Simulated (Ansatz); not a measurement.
# MgMn2Al2: relaxing a made-up structure, part 2 of 2

Starting from a made-up structure for MgMn2Al2, the aim is the relaxed cell, its shortest contacts and, where a second run follows, its electronic structure.

Ansatz 0.2.0; DFT, PBE, plane-wave PAW, files of the set soft_1, scalar-relativistic, ferromagnetic start, cell and ions relaxed at zero pressure; PAW set soft_1 (the session's first sound run).

So far: The structure; Relaxing cell and atoms. The relaxed cell has a = 3.864, c = 11.494 Å (conventional setting).

### Step 3. Bands of the relaxed cell

With the geometry fixed, one more self-consistent run, with a narrower smearing and the mesh shown in its input, gives the bands, and its pressure, and its forces where symmetry allows any, show how far the geometry depends on these settings.

This step: DFT, PBE, plane-wave PAW, files of the set soft_1, scalar-relativistic, ferromagnetic start, bands and density of states at the relaxed cell; PAW set soft_1 (Ansatz 0.2.0).

Input file input.yaml:

```yaml
crystal:
  lattice:
    - [-1.9319974341, 1.9319974341, 5.7469539967]
    - [1.9319974341, -1.9319974341, 5.7469539967]
    - [1.9319974341, 1.9319974341, -5.7469539967]
  atoms:
    - { symbol: Mn, position: [0.75, 0.25, 0.5], spin: 2.7 }
    - { symbol: Mn, position: [0.25, 0.75, 0.5], spin: 2.7 }
    - { symbol: Al, position: [0.6109099765, 0.6109099765, 0.0] }
    - { symbol: Al, position: [0.3890900235, 0.3890900235, 0.0] }
    - { symbol: Mg, position: [0.0, 0.0, 0.0] }
magnetization:
  spin_polarized: true
kpoints:
  mp_grid: { grid: [12, 12, 12] }
  band_path:
    path:
      - [[0.0, 0.0, 0.0], [-0.5, 0.5, 0.0], [-0.5, 0.5, -0.0565077], [-0.27825385, 0.27825385, -0.27825385], [0.0, 0.0, 0.0], [0.5, 0.5, -0.5], [0.27825385, 0.72174615, -0.72174615], [0.0, 0.5, -0.5], [-0.25, 0.75, -0.25], [0.0565077, 0.9434923, -0.5], [0.5, 0.5, -0.5]]
      - [[-0.5, 0.5, 0.0], [-0.25, 0.75, -0.25]]
    npoints: 7
scf:
  occupations: { method: fermi_dirac, width: 0.03 }
  n_extra_bands: 12
hamiltonian:
  xc: pbe
  pseudopotentials: { kind: paw, azcp: { folder: soft_1 } }
output:
  forces: true
  stress: true
  write_bands: true
  dos: { projected: true }
  write_density: true
  write_potential: true
  elf: true
  volumetric_format: npy
```

On the command line:

```console
ansatz run input.yaml --threads 4 --pin off --max-ram 8192MiB --backend cpu --events-out ev --progress --plain --runs-dir out
```

Numbers of over 12 decimals in the logs are rounded to 6 here.

Output:

```text
[...]
Crystal: 5 atoms, lattice volume = 85.805 Å³
Basis set: ecut = 420 eV, 1663 PW (Γ), exchange–correlation on 90×90×90 points (8 copies of the dense FFT grid, shifted against one another)
Bands: 35, of which v1, the nominal top of the filled ones, is band 23 counted from 1 (22 counted from 0)
Symmetry: 16 space group operations
[...]
k-points: 163 of 1728
[...]
Starting moments: Σ|m| = 5.4 μB on 2 of 5 sites
[...]
SCF iter   1: F=—  HF=-10795.093678 eV  |F-HF|=—  |Δ(HF+E_count)|=         —  Δρ=2.43e-2 (↑1.87e-2 ↓2.43e-2)  dr2=3.26e0  dr2_m=1.31e-1  M=5.252 μB ∫|m|=5.673 μB  β_m=0.30  ethr=3.10e-3  ⟨swp⟩=5.9  Hψ=45727  notcnv=0
[...]
SCF iter  13: F=-10795.408975 eV  HF=-10795.408975 eV  |F-HF|=7.69e-9  |Δ(HF+E_count)|=  6.15e-10  Δρ=1.37e-6 (↑1.28e-6 ↓1.37e-6)  dr2=8.52e-9  dr2_m=7.90e-12  M=5.479 μB ∫|m|=6.173 μB  ethr=3.74e-12  ⟨swp⟩=10.5  Hψ=69136  notcnv=0
SCF 1 converged in 13 iterations: F = -10795.408975 eV  dr2 = 8.52e-9
[...]
NSCF: frozen V_eff on 79 k-points
SCF converged after 13 iterations
Magnetization: 5.4795 μB (25.7397 up, 20.2603 down)
Absolute magnetization: 6.1744 μB (∫|ρ↑−ρ↓|, with the PAW one-centre terms)
[...]
Per-site moments (μB) at R_I (Å): [(2.730679, 1.034415), (2.730679, 1.034415), (-0.048151, 1.034415), (-0.048151, 1.034415), (-0.062785, 1.243694)]
Free energy (F): -10795.408975 eV
[...]
Internal energy: -10795.398930 eV  (E = F + TS)
E sigma→0 (E₀):  -10795.403953 eV
Entropy (-TS):   -0.010045 eV (-2.009 meV/atom)
Fermi energy:    9.004924 eV
[...]
--- Forces (eV/Å), atoms counted from 1 ---
  atom   1  Mn     0.00000000     0.00000000     0.00000000
  atom   2  Mn     0.00000000     0.00000000     0.00000000
  atom   3  Al     0.00000000    -0.00000000     0.02763255
  atom   4  Al     0.00000000     0.00000000    -0.02763255
  atom   5  Mg     0.00000000     0.00000000    -0.00000000
  max |Σ_I F_I| component: 1.73e-18 eV/Å
--- Stress (GPa, compression-positive) ---
       -0.056289       0.000000       0.000000
        0.000000      -0.056289       0.000000
        0.000000       0.000000       0.034396
  P = ⅓ Tr σ = -0.0261 GPa (-0.261 kbar)
--- Band table (eV; the first three rows and the last of 326) ---
  k-point 0 ↑: bands = [... 19 lower, 7.5225, 7.5348, 7.8373, 7.8373, 8.4496, 9.5704, 10.8715, 10.8715, ... 8 higher]
  k-point 1 ↑: bands = [... 19 lower, 7.4668, 7.5368, 7.8288, 7.8460, 8.3864, 9.1530, 10.3618, 10.5490, ... 8 higher]
  k-point 2 ↑: bands = [... 19 lower, 7.2633, 7.5591, 7.8257, 7.8469, 8.2198, 8.3295, 9.3100, 9.8560, ... 8 higher]
  k-point 162 ↓: bands = [... 19 lower, 9.3936, 9.3936, 9.5394, 9.8944, 10.7805, 10.7805, 11.6634, 11.7506, ... 8 higher]
```

Elapsed: 8.8 s, on 4 threads of AMD EPYC 9B45 (Zen 5), shared host; peak memory 1 GiB; 33 s of CPU time.

The column dr2 measures how far the density is from self-consistency, as an energy; F and HF (Harris–Foulkes) agree once it is small.

Numbers from this step:

```
free energy             : -10795.4090 eV
energy at zero smearing : -10795.4040 eV
smearing term TS        : 0.01005 eV
Fermi energy            : 9.005 eV
magnetization           : 5.479 μB
absolute magnetization  : 6.174 μB
site moments            : 2.731, 2.731, -0.04815, -0.04815, -0.06279 μB
pressure                : -0.02606 GPa
```

bands.tsv at the labelled points (eV, zero at the Fermi level; the bands that come nearest the Fermi level along the path):

```
point  band_23_up  band_24_up  band_25_up  band_18_dn  band_19_dn  band_20_dn  band_21_dn  band_22_dn
    Γ       -0.56        0.57        1.87       -0.89        0.61        0.97        1.16        1.16
    X       -1.37       -0.94       -0.93       -1.01       -0.95       -0.66        0.10        0.28
    Y       -1.03       -0.94       -0.82       -0.98       -0.83       -0.59        0.09        0.24
    S       -1.34       -1.30        0.06       -0.18       -0.11        0.33        0.51        0.68
    Γ       -0.56        0.57        1.87       -0.89        0.61        0.97        1.16        1.16
    Z        0.57        0.60        0.69       -0.68        0.39        0.39        0.53        0.89
   S1       -1.34       -1.30        0.06       -0.18       -0.11        0.33        0.51        0.68
    N       -1.38       -1.35       -0.87       -0.25       -0.19        0.49        0.49        0.73
    P       -1.08       -1.08       -0.94       -1.38       -1.03       -0.93        0.14        0.14
   Y1       -1.03       -0.94       -0.82       -0.98       -0.83       -0.59        0.09        0.24
    Z        0.57        0.60        0.69       -0.68        0.39        0.39        0.53        0.89
    X       -1.37       -0.94       -0.93       -1.01       -0.95       -0.66        0.10        0.28
    P       -1.08       -1.08       -0.94       -1.38       -1.03       -0.93        0.14        0.14
```

Spin density in the ab plane of the cell as run, not the conventional one, at fractional z = 0.000, with atoms of Al and Mg within 0.2 Å of it.

Ten even steps from '_' (-3.01 × 1e-2 e/Å³) to '@' (1.69 × 1e-2 e/Å³), each cell a mean:
```
++++++======++**%%@@@@%%**++======++
++++++++==--====++##%%%%##++========
==++++++====------==++++++++========
====++++++====--::--::::::--========
========++++++==--==--..__..--++++++
++==----==++****++++++--____::++##**
**++------++**####****++--..::++%%%%
%%**==----==**%%@@%%##**++--::++%%@@
@@##++----==**%%@@@@%%**++==--==##@@
@@@@**----==++**%%@@@@##++--::--++%%
%%@@##==..--++****%%%%##**==----==**
**####==..__--++++********++==--==++
++****==::____--======++++++====--==
====++==--::....--------==++++======
================----------==++++++==
========++**####**++==----==++++++++
++========**##@@@@##**++======++++++
++++======++**%%@@@@%%**++======++++
```
Columns run along a (6.4 Å), rows up along b (6.4 Å). Atoms in or near the plane, at fractional coordinates: Al at (0.61, 0.61), Al at (0.39, 0.39), Mg at (0.00, 0.00).

ELF in the ab plane of the cell as run, not the conventional one, at fractional z = 0.000, with atoms of Al and Mg within 0.2 Å of it. It is the smooth field of the valence electrons, not physical close to the nuclei.

Values, 10 rows by 16 columns, each cell a mean:
```
0.25 0.32 0.17 0.12 0.42 0.51 0.53 0.51 0.44 0.37 0.32 0.29 0.30 0.24 0.10 0.22
0.13 0.14 0.09 0.10 0.40 0.58 0.64 0.67 0.65 0.57 0.46 0.35 0.29 0.26 0.26 0.19
0.39 0.40 0.37 0.40 0.52 0.61 0.63 0.45 0.28 0.34 0.50 0.57 0.46 0.32 0.27 0.31
0.42 0.55 0.62 0.61 0.62 0.70 0.76 0.66 0.20 0.27 0.26 0.33 0.60 0.49 0.34 0.32
0.40 0.52 0.67 0.64 0.38 0.38 0.68 0.85 0.79 0.41 0.16 0.10 0.51 0.66 0.50 0.39
0.37 0.39 0.53 0.65 0.32 0.08 0.32 0.40 0.79 0.83 0.69 0.49 0.56 0.68 0.62 0.47
0.35 0.29 0.35 0.51 0.58 0.29 0.27 0.08 0.29 0.68 0.71 0.64 0.59 0.58 0.57 0.48
0.32 0.29 0.27 0.33 0.46 0.56 0.55 0.47 0.47 0.59 0.62 0.54 0.37 0.23 0.24 0.29
0.13 0.17 0.26 0.27 0.28 0.34 0.44 0.55 0.64 0.65 0.61 0.52 0.22 0.06 0.20 0.20
0.22 0.22 0.10 0.28 0.33 0.33 0.35 0.38 0.42 0.45 0.46 0.44 0.32 0.08 0.28 0.23
```
Columns run along a (6.4 Å), rows up along b (6.4 Å). Atoms in or near the plane, at fractional coordinates: Al at (0.61, 0.61), Al at (0.39, 0.39), Mg at (0.00, 0.00).

Valence density in the ab plane of the cell as run, not the conventional one, at fractional z = 0.000, with atoms of Al and Mg within 0.2 Å of it. It is the smooth field of the valence electrons, not physical close to the nuclei.

Ten steps, logarithmic in the rise over the least value, from '0' (0 e/Å³) to '9' (23 e/Å³), each cell a mean:
```
984000001110000016
564000001110000001
021000001111000000
000000001111000000
000000000001100000
000000000000110000
000000011000011100
111100111100001111
111110011110001111
111110001111001111
011110000111000000
000011000010000000
000001100000000000
000000111100000000
000000011110000000
100000011110000144
730000011110000268
971000001110000059
```
Columns run along a (6.4 Å), rows up along b (6.4 Å). Atoms in or near the plane, at fractional coordinates: Al at (0.61, 0.61), Al at (0.39, 0.39), Mg at (0.00, 0.00).

### Step 4. Results

```json
{
  "space group, relaxed": "I4/mmm",
  "conventional cell": "a = 3.864, b = 3.864, c = 11.494 Å; α = 90.0°, β = 90.0°, γ = 90.0°",
  "volume per atom": "17.16 Å³ (guess 15.60)",
  "total moment": "5.50 μB in the cell of 5 atoms"
}
```

**Reading.** MgMn2Al2 relaxes to I4/mmm with a = 3.864, b = 3.864 and c = 11.494 Å. The guessed volume was 9 % too small. The space group I4/mmm was held in the relaxation, so the end point is a stationary structure within it and may be a saddle against distortions or other arrangements. The input starts from parallel moments, and no other start was typed. Bands cross the Fermi level, so it is a metal or semimetal at this level. On the 12×12×12 mesh with the narrower smearing (relaxed on 9×9×9) the largest force component is 0.028 eV/Å and the largest stress component is 0.056 GPa, against the relaxation's thresholds of 0.015 eV/Å and 0.05 GPa. The cutoff wasn't tested. A vector of the cell changed its length by 12 %, more than the volume shows. No dispersion term is used, so weakly bound directions may come out too long. Nothing here tests whether the compound is stable against decomposition.

[Logs are printed without paths, hosts, clocks, repeated set-up lines and the standing remarks that a program may print on its own settings, such as how far it seeks lower states.]

[Hosts, paths, dates, database ids (printed as entryN), source tags and the programs' standing remarks are cut or masked in the printed files.]
